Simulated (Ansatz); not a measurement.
## Anharmonic phonons and stability of ThPb3 (Pm-3m)

Aim: the vibrations and stability of ThPb3 with thermal and zero-point motion included.

Calculated with Ansatz 0.2.0; DFT LDA, scalar-relativistic, plane waves, PAW.

Report form: the programs' logs are mostly left out.

### Step 1. The starting structure

The structure is cubic, space group Pm-3m (No. 221). The conventional cell has a = 4.855 Å, b = 4.855 Å, c = 4.855 Å, α = 90.00°, β = 90.00°, γ = 90.00°. Th has 12 Pb at 3.43 Å nearest. Pb has 4 Th at 3.43 Å and 8 Pb at 3.43 Å nearest. Farther neighbours are not listed.

### Step 2. A first coarse run

Before spending time, one coarse run tells the gap and the pressure of the starting cell.

The input, input.yaml:

```yaml
crystal:
  lattice:
    - [4.855, 0.0, 0.0]
    - [0.0, 4.855, 0.0]
    - [0.0, 0.0, 4.855]
  atoms:
    - { symbol: Th, position: [0.0, 0.0, 0.0] }
    - { symbol: Pb, position: [0.0, 0.5, 0.5] }
    - { symbol: Pb, position: [0.5, 0.0, 0.5] }
    - { symbol: Pb, position: [0.5, 0.5, 0.0] }
kpoints:
  mp_grid: { grid: [4, 4, 4] }
hamiltonian:
  xc: lda
scf:
  occupations: { method: gaussian, width: 0.1 }
output:
  forces: true
  stress: true
  eigenvalues: true
```

Launch:

```sh
$ ansatz run input.yaml --threads 18 --pin off --max-ram 92160MiB --backend cuda --events-out ev --progress --plain --runs-dir out --max-vram 78GiB
```

The job ended after 1.1 s (1 × NVIDIA GB200 with 18 threads of Arm Neoverse V2, shared host; peak memory 1 GiB).

This step gave:

```
pressure          : -2.311 GPa
volume per atom   : 28.61 Å³/atom
gap on the k-mesh : 0 eV
```

The start is under -2.3 GPa at this level and looks like a metal on this mesh.

### Step 3. The given cell once more, occupations Gaussian, smearing width 0.1 eV

The cell is kept at the size of the database entry and symmetry fixes every atom, so there is nothing to relax; the run only refines mesh or occupations.

Changes to input.yaml since step 2:

```diff
@@ -11,3 +11,3 @@
 kpoints:
-  mp_grid: { grid: [4, 4, 4] }
+  mp_grid: { grid: [10, 10, 10] }
 hamiltonian:
```

The mesh is denser.

Run time: 1.1 s. Hardware: 1 × NVIDIA GB200 with 18 threads; peak memory 1 GiB; 2.3 s of CPU time.

Numbers from this step:

```yaml
pressure: -2.535 GPa
```

The static pressure at this volume is -2.5 GPa, so this functional's own equilibrium cell is smaller.

Between step 2 and this run (k-mesh 10×10×10) the value for the pressure moves from -2.31 GPa to -2.53 GPa.

### Step 4. Single point at the given cell, occupations Methfessel-Paxton, smearing width 0.2 eV

Changes to input.yaml since step 3:

```diff
@@ -15,3 +15,3 @@
 scf:
-  occupations: { method: gaussian, width: 0.1 }
+  occupations: { method: methfessel_paxton, width: 0.2 }
 output:
```

Run time: 1.2 s. Hardware: 1 × NVIDIA GB200 with 18 threads; peak memory 1.1 GiB; 2.4 s of CPU time.

Numbers from this step:

* pressure: -2.543 GPa

The static pressure at this volume is -2.5 GPa, so this functional's own equilibrium cell is smaller.

### Step 5. Sampling the crystal at temperature

Harmonic theory ignores how far atoms move; here frames sampled at temperature supply the forces, and the run stops at an error target or a frame limit.

input.yaml, the sections that differ from step 4:

```yaml
kpoints:
  mp_grid: { grid: [6, 6, 6] }
output:
  stress: true
  eigenvalues: true
phonons:
  method: fd
  supercell: [2, 2, 2]
  temperatures: { t_max: 400, t_step: 50 }
  qpath:
    path:
      - [[0.0, 0.0, 0.0], [0.0, 0.5, 0.0], [0.5, 0.5, 0.0], [0.0, 0.0, 0.0], [0.5, 0.5, 0.5], [0.0, 0.5, 0.0]]
      - [[0.5, 0.5, 0.0], [0.5, 0.5, 0.5]]
    npoints: 10
  self_consistent:
    temperatures: [100.0, 300.0, 600.0]
    max_frames: 128
    max_frequency_error: 2.0
  dielectric: false
  interpolated_qmesh: [9, 9, 9]
# crystal, hamiltonian, scf: as in step 4
```

Wall time 1.7 min (1 × NVIDIA GB200 with 18 threads); peak memory 2.2 GiB; 19 min of CPU time.

This step gave:

```yaml
point_group: m-3m
frames_solved: 38
pressure_of_the_lattice_at_rest: -2.664 GPa
```

100 K; each column in its own order of rank; one wavevector of each set of like ones; translations left out; no LO-TO term. Modes at 100K, by row, the first 40 of 45 rows:

```
 q1   q2   q3  rank  harmonic (cm⁻¹)  gaussian (cm⁻¹)  gaussian error (cm⁻¹)  hessian (cm⁻¹)  hessian error (cm⁻¹)  path integral (cm⁻¹)  path integral error (cm⁻¹)
  0    0    0     1             67.5             67.7                    0.1            67.3                   0.1                  67.2                         0.1
  0    0    0     2             67.5             67.7                    0.1            67.3                   0.1                  67.2                         0.1
  0    0    0     3             67.5             67.7                    0.1            67.3                   0.1                  67.2                         0.1
  0    0    0     4             73.2             73.7                      0            73.1                   0.1                  73.1                         0.1
  0    0    0     5             73.2             73.7                      0            73.1                   0.1                  73.1                         0.1
  0    0    0     6             73.2             73.7                      0            73.1                   0.1                  73.1                         0.1
  0    0    0     7            102.2            103.5                    0.1           102.6                   0.1                 102.6                         0.2
  0    0    0     8            102.2            103.5                    0.1           102.6                   0.1                 102.6                         0.2
  0    0    0     9            102.2            103.5                    0.1           102.6                   0.1                 102.6                         0.2
  0    0  0.5     1             42.9             43.5                    0.1              43                   0.1                  43.1                         0.1
  0    0  0.5     2             42.9             43.5                    0.1              43                   0.1                  43.1                         0.1
  0    0  0.5     3             49.9             50.4                    0.1            49.8                   0.1                  49.8                         0.1
  0    0  0.5     4             49.9             50.4                    0.1            49.8                   0.1                  49.8                         0.1
  0    0  0.5     5             52.4             56.2                    0.3            55.2                   0.3                  55.3                         0.3
  0    0  0.5     6             69.6             70.8                    0.1            70.3                   0.1                  70.2                         0.1
  0    0  0.5     7             70.3               71                    0.1            70.4                   0.1                  70.3                         0.1
  0    0  0.5     8             80.6             81.5                    0.1            80.9                   0.1                  80.9                         0.1
  0    0  0.5     9             80.8             82.3                    0.2            81.6                   0.2                  81.6                         0.2
  0    0  0.5    10             80.8             82.3                    0.2            81.6                   0.2                  81.6                         0.2
  0    0  0.5    11             89.6             90.7                    0.1            89.7                   0.1                  89.8                         0.1
  0    0  0.5    12             89.6             90.7                    0.1            89.7                   0.1                  89.8                         0.1
  0  0.5  0.5     1             33.5             34.9                    0.1            34.4                   0.1                  34.5                         0.1
  0  0.5  0.5     2             33.5             34.9                    0.1            34.4                   0.1                  34.5                         0.1
  0  0.5  0.5     3             39.9             40.5                      0            40.2                   0.1                  40.2                         0.1
  0  0.5  0.5     4               51             52.4                    0.2            51.6                   0.2                  51.6                         0.2
  0  0.5  0.5     5             54.6               55                      0            54.3                   0.1                  54.4                         0.1
  0  0.5  0.5     6             69.4             69.8                    0.1            69.3                   0.1                  69.2                         0.2
  0  0.5  0.5     7             69.4             70.7                    0.1            69.8                   0.1                  69.8                         0.1
  0  0.5  0.5     8             69.8             70.7                    0.1            69.8                   0.1                  69.8                         0.1
  0  0.5  0.5     9             80.3             82.1                    0.4            81.7                   0.5                  81.8                         0.4
  0  0.5  0.5    10             83.7             86.4                    0.1            85.7                   0.2                  85.8                         0.1
  0  0.5  0.5    11             95.7             96.3                    0.1            95.4                   0.1                  95.4                         0.1
  0  0.5  0.5    12             95.7             96.3                    0.1            95.4                   0.1                  95.4                         0.1
0.5  0.5  0.5     1             41.5             42.4                    0.1            42.1                   0.1                  42.1                         0.1
0.5  0.5  0.5     2             41.5             42.4                    0.1            42.1                   0.1                  42.1                         0.1
0.5  0.5  0.5     3             41.5             42.4                    0.1            42.1                   0.1                  42.1                         0.1
0.5  0.5  0.5     4             46.7             46.8                    0.1            46.5                   0.1                  46.5                         0.1
0.5  0.5  0.5     5             46.7             46.8                    0.1            46.5                   0.1                  46.5                         0.1
0.5  0.5  0.5     6             57.8             57.8                    0.1            57.1                   0.1                    57                         0.1
0.5  0.5  0.5     7             57.8             57.8                    0.1            57.1                   0.1                    57                         0.1
```

300 K; each column in its own order of rank; one wavevector of each set of like ones; translations left out; no LO-TO term. Modes at 300K, by row, the first 40 of 45 rows:

```
 q1   q2   q3  rank  harmonic (cm⁻¹)  gaussian (cm⁻¹)  gaussian error (cm⁻¹)  hessian (cm⁻¹)  hessian error (cm⁻¹)  path integral (cm⁻¹)  path integral error (cm⁻¹)
  0    0    0     1             67.5             68.2                    0.2              67                   1.2                  66.9                         0.2
  0    0    0     2             67.5             68.2                    0.2              67                   1.2                  66.9                         0.2
  0    0    0     3             67.5             68.2                    0.2              67                   1.2                  66.9                         0.2
  0    0    0     4             73.2             74.5                    0.2            72.8                   0.3                  72.5                         0.2
  0    0    0     5             73.2             74.5                    0.2            72.8                   0.3                  72.5                         0.2
  0    0    0     6             73.2             74.5                    0.2            72.8                   0.3                  72.5                         0.2
  0    0    0     7            102.2            105.3                    0.3             103                   0.4                 102.7                         0.3
  0    0    0     8            102.2            105.3                    0.3             103                   0.4                 102.7                         0.3
  0    0    0     9            102.2            105.3                    0.3             103                   0.4                 102.7                         0.3
  0    0  0.5     1             42.9             44.6                    0.1            43.3                   0.2                  43.2                         0.1
  0    0  0.5     2             42.9             44.6                    0.1            43.3                   0.2                  43.2                         0.1
  0    0  0.5     3             49.9               51                    0.1            49.5                   0.2                  49.4                         0.1
  0    0  0.5     4             49.9               51                    0.1            49.5                   0.2                  49.4                         0.1
  0    0  0.5     5             52.4             59.7                    0.3            57.1                   0.3                  57.1                         0.4
  0    0  0.5     6             69.6             71.5                    0.3            70.4                   0.4                  70.4                         0.3
  0    0  0.5     7             70.3             73.1                    0.4              71                   0.4                  70.9                         0.4
  0    0  0.5     8             80.6             82.6                    0.2              81                   0.3                  80.9                         0.2
  0    0  0.5     9             80.8               84                    0.2              82                   0.3                  81.8                         0.2
  0    0  0.5    10             80.8               84                    0.2              82                   0.3                  81.8                         0.2
  0    0  0.5    11             89.6             92.4                    0.3            89.7                   0.4                  89.5                         0.3
  0    0  0.5    12             89.6             92.4                    0.3            89.7                   0.4                  89.5                         0.3
  0  0.5  0.5     1             33.5               37                    0.1            35.6                   0.1                  35.6                         0.1
  0  0.5  0.5     2             33.5               37                    0.1            35.6                   0.1                  35.6                         0.1
  0  0.5  0.5     3             39.9             41.4                    0.5            40.6                   0.6                  40.7                         0.5
  0  0.5  0.5     4               51             55.1                    0.2            52.7                   0.3                  52.7                         0.2
  0  0.5  0.5     5             54.6             55.8                    0.1            54.1                   0.2                  54.1                         0.2
  0  0.5  0.5     6             69.4             70.1                    0.2            68.7                   0.2                  68.6                         0.2
  0  0.5  0.5     7             69.4             72.7                    0.3            70.2                   0.5                  69.9                         0.3
  0  0.5  0.5     8             69.8             72.7                    0.3            70.2                   0.5                  69.9                         0.3
  0  0.5  0.5     9             80.3               84                    0.2            82.8                   0.4                    83                         0.2
  0  0.5  0.5    10             83.7             89.3                    0.6            87.5                   0.7                  87.5                         0.5
  0  0.5  0.5    11             95.7             97.4                    0.2              95                   0.2                    95                         0.2
  0  0.5  0.5    12             95.7             97.4                    0.2              95                   0.2                    95                         0.2
0.5  0.5  0.5     1             41.5             43.3                    0.3            42.3                   0.3                  42.3                         0.3
0.5  0.5  0.5     2             41.5             43.3                    0.3            42.3                   0.3                  42.3                         0.3
0.5  0.5  0.5     3             41.5             43.3                    0.3            42.3                   0.3                  42.3                         0.3
0.5  0.5  0.5     4             46.7               47                    0.2            46.2                   0.3                  46.1                         0.3
0.5  0.5  0.5     5             46.7               47                    0.2            46.2                   0.3                  46.1                         0.3
0.5  0.5  0.5     6             57.8             57.8                    0.2            55.9                   0.3                  55.8                         0.3
0.5  0.5  0.5     7             57.8             57.8                    0.2            55.9                   0.3                  55.8                         0.3
```

[end of part 1 of 2]

[Logs are printed without paths, hosts, clocks, repeated set-up lines and the standing remarks that a program may print on its own settings, such as how far it seeks lower states.]

[Hosts, paths, dates, database ids (printed as entryN), source tags and the programs' standing remarks are cut or masked in the printed files.]

[A step with changed settings may run another functional than the one named; its input shows which.]
